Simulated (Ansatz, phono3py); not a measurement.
# PbSe (Clausthalite, Fm-3m): thermal conductivity with phono3py, part 2 of 2

The second- and third-order constants of PbSe (Clausthalite) come from an earlier supercell run; what does phono3py make of them?

Measurements to reproduce:
- thermal conductivity 2 W/m/K near room temperature (given in “Combining the AFLOW GIBBS and Elastic Libraries to efficiently and robustly screen thermo-mechanical properties of solids”, 2017, arXiv:1611.05714)
- thermal conductivity 2 W/m/K near room temperature (given in “Predicting the lattice thermal conductivity of solids by solving the Boltzmann transport equation: AFLOW - AAPL an automated, accurate and efficient framework”, 2017, arXiv:1611.05481)

Ansatz 0.2.0 and phono3py 4.10.0; DFT r2SCAN, scalar-relativistic, plane waves, PAW (the session's first sound run).

So far, κ at 300 K (W/m/K): step 3 (relaxation-time solution) 0.942; step 16 (solver LBTE) 1.13; step 17 (solver RTA with coherences (SMM19)) 1.09; step 18 (delta function Gaussian, sigma 0.03 THz) 0.943; step 19 (delta function Gaussian, sigma 0.4 THz) 0.909.

### Step 21. Without the dipole term, third order supercell 3×3×3, supercell 6×6×6

Dropping the dipole term tests how much its part of the interpolation matters for κ.

phono3py.yaml reads:

```yaml
phono3py:
  version: "4.10.0"
  frequency_unit_conversion_factor: 15.633302
  symmetry_tolerance: 1.00000e-05

physical_unit:
  atomic_mass: "AMU"
  length: "angstrom"

space_group:
  type: "Fm-3m"
  number: 225
  Hall_symbol: "-F 4 2 3"

primitive_matrix:
- [  1.000000000000000,  0.000000000000000,  0.000000000000000 ]
- [  0.000000000000000,  1.000000000000000,  0.000000000000000 ]
- [  0.000000000000000,  0.000000000000000,  1.000000000000000 ]

supercell_matrix:
- [   3,   0,   0 ]
- [   0,   3,   0 ]
- [   0,   0,   3 ]

# [primitive_cell block left out]
unit_cell:
  lattice:
  - [     0.000000000000000,     3.089013057700000,     3.089013057700000 ] # a
  - [     3.089013057700000,     0.000000000000000,     3.089013057700000 ] # b
  - [     3.089013057700000,     3.089013057700000,     0.000000000000000 ] # c
  points:
  - symbol: Pb # 1
    coordinates: [  0.000000000000000,  0.000000000000000,  0.000000000000000 ]
    mass: 207.200000
    reduced_to: 1
  - symbol: Se # 2
    coordinates: [  0.500000000000000,  0.500000000000000,  0.500000000000000 ]
    mass: 78.971000
    reduced_to: 2

# [supercell block left out]
phonon_supercell_matrix:
- [   6,   0,   0 ]
- [   0,   6,   0 ]
- [   0,   0,   6 ]

# [phonon_primitive_cell block left out]
# [phonon_supercell block left out]
nac:
  born_effective_charge:
  - # 1 (Pb)
    - [  4.833313251020964,  0.000000000000000,  0.000000000000000 ]
    - [  0.000000000000000,  4.833313251020963,  0.000000000000000 ]
    - [  0.000000000000000,  0.000000000000000,  4.833313251020965 ]
  - # 2 (Se)
    - [ -4.833313251020964,  0.000000000000000,  0.000000000000000 ]
    - [  0.000000000000000, -4.833313251020963,  0.000000000000000 ]
    - [  0.000000000000000,  0.000000000000000, -4.833313251020965 ]
  dielectric_constant:
    - [ 17.013646291544731,  0.000000000000000,  0.000000000000000 ]
    - [  0.000000000000000, 17.013646291544731,  0.000000000000000 ]
    - [  0.000000000000000,  0.000000000000000, 17.013646291544731 ]
  unit_conversion_factor: 14.399645
```

Run with:

```sh
$ phono3py phono3py.yaml --mesh 17 17 17 --br --isotope --nonac --ts 100 300 600
```

Elapsed: 28 s, on 8 threads of Arm Neoverse N1, shared host; peak memory 0.14 GiB; 2.9 min of CPU time.

Numbers from this step:

| Property | Result |
| --- | --- |
| κ at 300 K | 1.025 W/m/K |
| κ xx, yy, zz at 300 K | 1.025, 1.025, 1.025 W/m/K |

W/m/K. Kappa, by row:

```
T (K)      xx      yy      zz  yz  xz  xy
  100   2.959   2.959   2.959   0   0   0
  300   1.025   1.025   1.025   0   0   0
  600  0.5154  0.5154  0.5154   0   0   0
```

κ at 300 K goes from 0.942 to 1.02 W/(m K). Only the interpolation between the solved wavevectors changes, and the fewer these are, the more it matters.

### Step 22. A changed mass, third order supercell 3×3×3, supercell 6×6×6

Changing one mass at fixed force constants separates the effect of mass from that of bonding.

phono3py.yaml is that of step 21.

Run with:

```sh
$ phono3py phono3py.yaml --mesh 17 17 17 --br --mass 207.200 236.913 --ts 100 300 600
```

The job ended after 25 s (8 threads; peak memory 0.13 GiB).

This step gave:

```
κ at 300 K            : 1.965 W/m/K
κ xx, yy, zz at 300 K : 1.965, 1.965, 1.965 W/m/K
```

W/m/K. Kappa, by row:

```
T (K)      xx      yy      zz  yz  xz  xy
  100   5.865   5.865   5.865   0   0   0
  300   1.965   1.965   1.965   0   0   0
  600  0.9828  0.9828  0.9828   0   0   0
```

Without isotope scattering in either run, κ at 300 K goes from 0.945 to 1.97 W/(m K).

### Step 23. Mass disorder, third order supercell 3×3×3, supercell 6×6×6

A typed mass variance takes the place of the natural one on the sites of one element, as a model of more or less disorder.

phono3py.yaml is that of step 22.

Run with:

```sh
$ phono3py phono3py.yaml --mesh 17 17 17 --br --isotope --mv 0.001 0.0004628 --ts 100 150 200 300 400 500 600 800
```

Wall time 29 s (8 threads); peak memory 0.14 GiB; 2.9 min of CPU time.

This step gave:

```yaml
kappa_at_300_k: 0.9353 W/m/K
kappa_xx_yy_zz_at_300_k: 0.9353, 0.9353, 0.9353 W/m/K
```

W/m/K. Kappa, by row:

```
T (K)      xx      yy      zz  yz  xz  xy
  100   2.675   2.675   2.675   0   0   0
  150   1.832   1.832   1.832   0   0   0
  200   1.389   1.389   1.389   0   0   0
  300  0.9353  0.9353  0.9353   0   0   0
  400  0.7044  0.7044  0.7044   0   0   0
  500  0.5648  0.5648  0.5648   0   0   0
  600  0.4714  0.4714  0.4714   0   0   0
  800  0.3541  0.3541  0.3541   0   0   0
```

κ at 300 K goes from 0.942 in the base run to 0.935 W/(m K).

### Step 24. An input with a fault, third order supercell 3×3×3, supercell 6×6×6

This input was changed on purpose, to see how the program answers.

phono3py.yaml is that of step 23.

Run with:

```sh
$ phono3py phono3py.yaml --mesh 7 7 7 --br --isotope --mv 1e-4 1e-4 1e-4 --ts 300
```

Run time: 5.7 s. Hardware: 8 threads; peak memory 0.13 GiB.

The run ended with an error.

The program's message: “ValueError: mass_variances must have shape (num_band / 3,)”

The fault put into the input: one mass variance too many.

### Step 25. Outcome

- κ at 300 K, RTA, natural isotopes, mesh 17×17×17: 0.942 W/m/K
- κ at 300 K, RTA, pure, mesh 17×17×17: 0.945 W/m/K
- κ at 300 K, LBTE, mesh 17×17×17: 1.13 W/m/K
- κ at 300 K, with coherences, mesh 17×17×17: 1.09 W/m/K
- κ at 300 K, no dipole term, mesh 17×17×17: 1.02 W/m/K

**Reading.** On these constants κ of PbSe (Clausthalite) at 300 K is 0.942 W/(m K) in the base run, by relaxation time; smearing and coherences move that between 0.909 and 1.09. The full solution gives 1.13 W/(m K) (phono3py, mesh 17×17×17). On the same constants and mesh Ansatz's figure, which includes its coherence part, and phono3py's, which doesn't, differ by up to 33 %; with phono3py's own coherence part added, which is defined differently, the largest difference is 2.8 %. The last step of the mesh series (21 to 25) moves κ at 300 K by +0.5 %, while the coarsest mesh gives 11 % of the densest value. Normal processes make 50 % of the three-phonon scattering at 300 K, weighting modes by their heat capacity. A boundary length of 0.3 µm leaves 99 % of κ at 300 K. A boundary length of 100 µm leaves 100 % of κ at 300 K. Scaling the mass of Se by 3 at fixed force constants, a model exercise, multiplies the isotope-free κ by 2.08. A mass variance of 0.001 on the Pb sites, typed in place of the natural one, gives 99 % of the base value. A measured thermal conductivity near room temperature is 2 W/m/K (arXiv:1611.05714); the calculated 1.13 W/m/K differs by -44 %. Missing scattering can't explain a value that is too low; the supercell, the cutoff, the meshes, the functional and the use of 0 K frequencies can.

[Logs are printed without paths, hosts, clocks, repeated set-up lines and the standing remarks that a program may print on its own settings, such as how far it seeks lower states.]

[Hosts, paths, dates, database ids (printed as entryN), source tags and the programs' standing remarks are cut or masked in the printed files.]

[A step with changed settings may run another functional than the one named; its input shows which.]
